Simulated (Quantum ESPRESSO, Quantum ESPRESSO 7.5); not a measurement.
# K(100): thickness series by an ASE script

Aim: how the work function and the surface energy of K(100) settle with the number of layers.

Method: plane-wave DFT, PBE, GBRV ultrasoft pseudopotentials, in Quantum ESPRESSO 7.5.

Experimental background.

“Anisotropic work function of elemental crystals” (2019, arxiv:1902.07811) quotes from earlier work for K (polycrystalline sample, no single face): work function, loosely compared (polycrystalline sample, no single face) 2.29 eV.

## (1) Starting point

The cell holds 8 atoms: 8 K. Cell: a = 5.230 Å, b = 5.230 Å, c = 33.305 Å, α = 90.0°, β = 90.0°, γ = 90.0°. It derives from K. Vacuum lies along c.

Coordinates:

```
K
1.0
     5.23000    0.00000    0.00000
     0.00000    5.23000    0.00000
     0.00000    0.00000   33.30500
K
8
Direct
  0.50000 0.50000 0.22519
  0.00000 0.00000 0.30371
  0.50000 0.50000 0.38222
  0.00000 0.00000 0.46074
  0.50000 0.50000 0.53926
  0.00000 0.00000 0.61778
  0.50000 0.50000 0.69629
  0.00000 0.00000 0.77481
```

## (2) The script

ASE writes the inputs, starts pw.x and reads the results. Under ESM bc1 the zero of energy of a symmetric slab is the vacuum, so the work function is minus the Fermi level.

Contents of run.py:

```python
import json
import numpy as np
from ase.build import bcc100
from ase.calculators.espresso import Espresso, EspressoProfile

profile = EspressoProfile(command='mpirun -n 4 pw.x -nk 4', pseudo_dir='../pseudo')
pseudopotentials = {'K': 'k_pbe_v1.4.uspp.F.UPF'}
system = {'ecutwfc': 40, 'ecutrho': 200, 'occupations': 'smearing', 'smearing': 'mv', 'degauss': 0.02}


def calculator(name, kpts, **extra):
    data = dict(control=dict(tprnfor=True, verbosity='high', disk_io='none'),
                system=system | extra,
                electrons=dict(conv_thr=1e-07, mixing_beta=0.4, mixing_mode='local-TF',
                               electron_maxstep=100))
    return Espresso(profile=profile, directory=name, pseudopotentials=pseudopotentials, kpts=kpts, input_data=data)


def centre(atoms):
    z = atoms.positions[:, 2]
    atoms.positions[:, 2] -= (z.max() + z.min()) / 2  # ESM wants the slab about z = 0
    return atoms


rows = []
for n in [3, 4, 5, 6, 7, 8]:
    slab = centre(bcc100('K', size=(1, 1, n), a=5.23, vacuum=7.5, periodic=True))
    slab.set_initial_magnetic_moments([0.0] * n)
    slab.calc = calculator(f'n{n}', (6, 6, 1), assume_isolated='esm', esm_bc='bc1')
    energy = slab.get_potential_energy()
    work = -slab.calc.get_fermi_level()
    force = slab.get_forces()[-1, 2]
    rows.append([n, energy, work, force])
    print(f'{n} layers: E = {energy:.5f} eV, work function {work:.3f} eV, force on the top atom {force:+.3f} eV/A')

n, energy = np.array(rows)[:, :2].T
slope, offset = np.polyfit(n[1:], energy[1:], 1)
area = np.linalg.norm(np.cross(*slab.cell[:2]))
gamma = offset / (2 * area) * 16.0218
print(f'bulk energy from the slope {slope:.5f} eV an atom; unrelaxed surface energy {gamma:.3f} J/m^2')
json.dump(dict(rows=rows, slope=slope, gamma=gamma), open('result.json', 'w'))
```

On the command line:

```sh
OMP_NUM_THREADS=1 python run.py
```

Output:

```text
3 layers: E = -2325.69893 eV, work function 2.249 eV, force on the top atom +0.016 eV/A
4 layers: E = -3101.05960 eV, work function 2.260 eV, force on the top atom +0.024 eV/A
5 layers: E = -3876.41562 eV, work function 2.208 eV, force on the top atom +0.019 eV/A
6 layers: E = -4651.79206 eV, work function 2.245 eV, force on the top atom +0.025 eV/A
7 layers: E = -5427.14489 eV, work function 2.227 eV, force on the top atom +0.020 eV/A
8 layers: E = -6202.51797 eV, work function 2.229 eV, force on the top atom +0.020 eV/A
bulk energy from the slope -775.36460 eV an atom; unrelaxed surface energy 0.118 J/m^2
```

Elapsed: 26 min, on 4 MPI ranks of Arm Neoverse V2, shared host; peak memory 2.4 GiB; 1.7 h of CPU time.

The input that ASE wrote for the first run, and its log:

```
&CONTROL
   verbosity        = 'high'
   tprnfor          = .true.
   disk_io          = 'none'
   pseudo_dir       = '../pseudo'
/
&SYSTEM
   ecutwfc          = 40
   ecutrho          = 200
   occupations      = 'smearing'
   degauss          = 0.02
   smearing         = 'mv'
   assume_isolated  = 'esm'
   esm_bc           = 'bc1'
   ntyp             = 1
   nat              = 3
   ibrav            = 0
/
&ELECTRONS
   electron_maxstep = 100
   conv_thr         = 1e-07
   mixing_mode      = 'local-TF'
   mixing_beta      = 0.4
/
&IONS
/
&CELL
/
&FCP
/
&RISM
/
ATOMIC_SPECIES
K 39.0983 k_pbe_v1.4.uspp.F.UPF

K_POINTS automatic
6 6 1  0 0 0

CELL_PARAMETERS angstrom
5.23000000000000 0.00000000000000 0.00000000000000
0.00000000000000 5.23000000000000 0.00000000000000
0.00000000000000 0.00000000000000 20.23000000000000

ATOMIC_POSITIONS angstrom
K 0.0000000000 0.0000000000 -2.6150000000  
K 2.6150000000 2.6150000000 0.0000000000  
K 0.0000000000 0.0000000000 2.6150000000
```

```text
Program PWSCF v.7.5 starts
[citation notice left out]

     Parallel version (MPI & OpenMP), running on       4 processor cores
     Number of MPI processes:                 4
     Threads/MPI process:                     1

     MPI processes distributed on     1 nodes
[... 1 line left out ...]

Warning: card &CELL ignored
Warning: card &FCP ignored
Warning: card &RISM ignored

     Current dimensions of program PWSCF are:
     Max number of different atomic species (ntypx) = 10
     Max number of k-points (npk) =  40000
     Max angular momentum in pseudopotentials (lmaxx) =  4
     Message from routine setup:
     using ibrav=0 with symmetry is DISCOURAGED, use correct ibrav instead

     K-points division:     npool     =       4
     Subspace diagonalization in iterative solution of the eigenvalue problem:
     a serial algorithm will be used

     G-vector sticks info
     --------------------
     sticks:   dense  smooth     PW     G-vecs:    dense   smooth      PW
     Sum        1565    1237    357               178569   127565   19615

     Using Slab Decomposition

     bravais-lattice index     =            0
     lattice parameter (alat)  =       9.8833  a.u.
     unit-cell volume          =    3734.1853 (a.u.)^3
     number of atoms/cell      =            3
     number of atomic types    =            1
     number of electrons       =        27.00
     number of Kohn-Sham states=           18
     kinetic-energy cutoff     =      40.0000  Ry
     charge density cutoff     =     200.0000  Ry
     scf convergence threshold =      1.0E-07
     mixing beta               =       0.4000
     number of iterations used =            8  local-TF  mixing
     Exchange-correlation=  SLA  PW   PBX  PBC
                           (   1   4   3   4   0   0   0)

     Effective Screening Medium Method
     =================================
     Boundary Conditions: Vacuum-Slab-Vacuum
     total charge in unit cell        =   0.0000
     grid points for fit at edges     =        4

[... 10 lines left out ...]
     PseudoPot. # 1 for K  read from file:
     ../pseudo/k_pbe_v1.4.uspp.F.UPF
     Pseudo is Ultrasoft + core correction, Zval =  9.0
     Generated by new atomic code, or converted to UPF format
     Using radial grid of  841 points,  6 beta functions with:
                l(1) =   0
                l(2) =   0
                l(3) =   1
                l(4) =   1
                l(5) =   2
                l(6) =   2
     Q(r) pseudized with  6 coefficients,  rinner =    1.500   1.500   1.500
                                                       1.500   1.500

     atomic species   valence    mass     pseudopotential
     K                 9.00    39.09830     K ( 1.00)

     16 Sym. Ops., with inversion, found

                                    s                        frac. trans.

      isym =  1     identity

[... 532 lines left out ...]
   -18.1208 -17.7899 -17.7767 -17.7767  -4.0541  -3.0776  -1.9199  -0.8294
    -0.4646   0.3921

     occupation numbers
     1.0000   1.0000   1.0000   1.0000   1.0000   1.0000   1.0000   1.0000
     1.0000   1.0000   1.0000   1.0000   1.0000   1.0012   0.0134   0.0000
     0.0000   0.0000

[... 72 lines left out ...]

     the Fermi energy is    -2.2495 ev

!    total energy              =    -170.93573359 Ry
     estimated scf accuracy    <       0.00000009 Ry
     smearing contrib. (-TS)   =       0.00003535 Ry
     internal energy E=F+TS    =    -170.93576895 Ry

     The total energy is F=E-TS. E is the sum of the following terms:
     one-electron contribution =     330.57017804 Ry
     hartree contribution      =    -168.35871761 Ry
     xc contribution           =     -26.84886960 Ry
     ewald contribution        =    -306.29835978 Ry

     convergence has been achieved in  20 iterations

     negative rho (up, down):  1.948E-05 0.000E+00

     Forces acting on atoms (cartesian axes, Ry/au):

     atom    1 type  1   force =     0.00000000    0.00000000   -0.00062402
     atom    2 type  1   force =     0.00000000    0.00000000    0.00000000
     atom    3 type  1   force =     0.00000000    0.00000000    0.00062402
     The non-local contrib.  to forces
     atom    1 type  1   force =     0.00000000    0.00000000   -0.03863011
     atom    2 type  1   force =     0.00000000    0.00000000    0.00000000
     atom    3 type  1   force =     0.00000000    0.00000000    0.03863011
     The ionic contribution  to forces
     atom    1 type  1   force =     0.00000000    0.00000000  -19.62326684
     atom    2 type  1   force =    -0.00000000   -0.00000000    0.00000000
     atom    3 type  1   force =     0.00000000    0.00000000   19.62326684
     The local contribution  to forces
     atom    1 type  1   force =     0.00000000    0.00000000   19.66104647
     atom    2 type  1   force =    -0.00000000   -0.00000000   -0.00000060
     atom    3 type  1   force =     0.00000000    0.00000000  -19.66104767
     The core correction contribution to forces
     atom    1 type  1   force =    -0.00000000   -0.00000000    0.00012024
     atom    2 type  1   force =    -0.00000000   -0.00000000   -0.00000000
     atom    3 type  1   force =     0.00000000    0.00000000   -0.00012024
     The Hubbard contrib.    to forces
     atom    1 type  1   force =     0.00000000    0.00000000    0.00000000
     atom    2 type  1   force =     0.00000000    0.00000000    0.00000000
     atom    3 type  1   force =     0.00000000    0.00000000    0.00000000
     The SCF correction term to forces
     atom    1 type  1   force =    -0.00000000   -0.00000000    0.00010561
     atom    2 type  1   force =     0.00000000   -0.00000000   -0.00000000
     atom    3 type  1   force =     0.00000000   -0.00000000   -0.00010561

     Total force =     0.000883     Total SCF correction =     0.000149
     SCF correction compared to forces is large: reduce conv_thr to get better values
     Message from routine punch:
     Nothing written, as per user request (disk_io='none')

[... 1 line left out ...]

[... 1 line left out ...]

[... 1 line left out ...]

[... 3 lines left out ...]

[... 1 line left out ...]

[... 2 lines left out ...]

[... 1 line left out ...]

[... 1 line left out ...]

=------------------------------------------------------------------------------=
   JOB DONE.
=------------------------------------------------------------------------------=
```

This step gave:

```
surface energy                     : 0.1176 J/m²
work function of the thickest slab : 2.229 eV
```

Table of work function by layers:

```csv
layers,work function (eV)
3.00,2.25
4.00,2.26
5.00,2.21
6.00,2.24
7.00,2.23
8.00,2.23
```

Force on the top atom along the normal against layers:

```csv
layers,force on the top atom along the normal (eV/Å)
3.00,0.0160
4.00,0.0242
5.00,0.0194
6.00,0.0250
7.00,0.0198
8.00,0.0199
```

Energy less the bulk line's slope against layers:

```csv
layers,energy less the bulk line's slope (meV)
3.00,395
4.00,399
5.00,407
6.00,396
7.00,407
8.00,399
```

## (3) The script: PBE, SSSP efficiency

Level of this step: plane-wave DFT, PBE, SSSP efficiency pseudopotentials (Quantum ESPRESSO 7.5).

run.py, as its differences from the input of step 2:

```diff
@@ -6,4 +6,4 @@
 profile = EspressoProfile(command='mpirun -n 4 pw.x -nk 4', pseudo_dir='../pseudo')
-pseudopotentials = {'K': 'k_pbe_v1.4.uspp.F.UPF'}
-system = {'ecutwfc': 40, 'ecutrho': 200, 'occupations': 'smearing', 'smearing': 'mv', 'degauss': 0.02}
+pseudopotentials = {'K': 'K.pbe-spn-kjpaw_psl.1.0.0.UPF'}
+system = {'ecutwfc': 45, 'ecutrho': 360, 'occupations': 'smearing', 'smearing': 'mv', 'degauss': 0.02}
```

On the command line:

```sh
OMP_NUM_THREADS=1 python run.py
```

Output:

```text
3 layers: E = -4612.35332 eV, work function 2.257 eV, force on the top atom -0.017 eV/A
4 layers: E = -6149.93200 eV, work function 2.269 eV, force on the top atom +0.028 eV/A
5 layers: E = -7687.50598 eV, work function 2.217 eV, force on the top atom +0.019 eV/A
6 layers: E = -9225.10084 eV, work function 2.251 eV, force on the top atom +0.022 eV/A
7 layers: E = -10762.67102 eV, work function 2.235 eV, force on the top atom +0.019 eV/A
8 layers: E = -12300.26188 eV, work function 2.239 eV, force on the top atom +0.023 eV/A
bulk energy from the slope -1537.58248 eV an atom; unrelaxed surface energy 0.117 J/m^2
```

Elapsed: 15 min, on 4 MPI ranks; peak memory 4 GiB; 60 min of CPU time.

This step gave:

* surface energy: 0.1173 J/m²
* work function of the thickest slab: 2.239 eV

The work function by layers:

| layers | work function (eV) |
| --- | --- |
| 3.00 | 2.26 |
| 4.00 | 2.27 |
| 5.00 | 2.22 |
| 6.00 | 2.25 |
| 7.00 | 2.23 |
| 8.00 | 2.24 |

Table of force on the top atom along the normal by layers:

```csv
layers,force on the top atom along the normal (eV/Å)
3.00,-0.0170
4.00,0.0280
5.00,0.0194
6.00,0.0223
7.00,0.0190
8.00,0.0232
```

Energy less the bulk line's slope against layers:

```
layers  energy less the bulk line's slope (meV)
  3.00                                      394
  4.00                                      398
  5.00                                      406
  6.00                                      394
  7.00                                      406
  8.00                                      398
```

## (4) The arithmetic

γ = (E_N − N e_bulk)/(2A). The excess of the thickest slab is 0.399 eV and A = 27.353 Å²: 0.399/(2 × 27.353) × 16.02 = 0.12 J/m² (1 eV/Å² = 16.02 J/m²); the fit's intercept gives 0.12.

## (5) Summary of results

| Property | Result |
| --- | --- |
| work function of the thickest slab, PBE, GBRV ultrasoft | 2.23 eV |
| unrelaxed surface energy, PBE, GBRV ultrasoft | 0.12 J/m² |
| work function of the thickest slab, PBE, SSSP efficiency | 2.24 eV |
| unrelaxed surface energy, PBE, SSSP efficiency | 0.12 J/m² |

**Reading.** The thickest slab gives a work function of 2.23 eV and the series an unrelaxed surface energy of 0.12 J/m² (PBE, GBRV ultrasoft). The work function swings by 0.05 eV over 3 to 8 layers and by 0.00 eV over the last step; confined states crossing the Fermi level and the finite mesh both contribute. From 3 layers on it stays within 0.1 eV. The top atom feels almost no force. The slabs are cut from the bulk at the tabulated lattice constant and not relaxed; the surface energy comes from a straight line through the energies of all but the thinnest slab.

Comparison with the measured values:

```
                                                                     quantity  measured        PBE, GBRV  PBE, SSSP efficiency
work function, loosely compared (polycrystalline sample, no single face) (eV)      2.29  2.23 (-0.06 eV)       2.24 (-0.05 eV)
```

Measured values from arxiv:1902.07811 (2019).

**Verdict.** A polycrystal averages over faces, so this is a loose comparison.

[Logs are printed without paths, hosts, clocks, repeated set-up lines and the standing remarks that a program may print on its own settings, such as how far it seeks lower states.]

[Hosts, paths, dates, database ids (printed as entryN), source tags and the programs' standing remarks are cut or masked in the printed files.]

[Maps of the electrostatic potential energy from Ansatz leave out the sawtooth potential of an applied field or a dipole correction, so their vacuum need not be flat; planar profiles and work functions include it.]
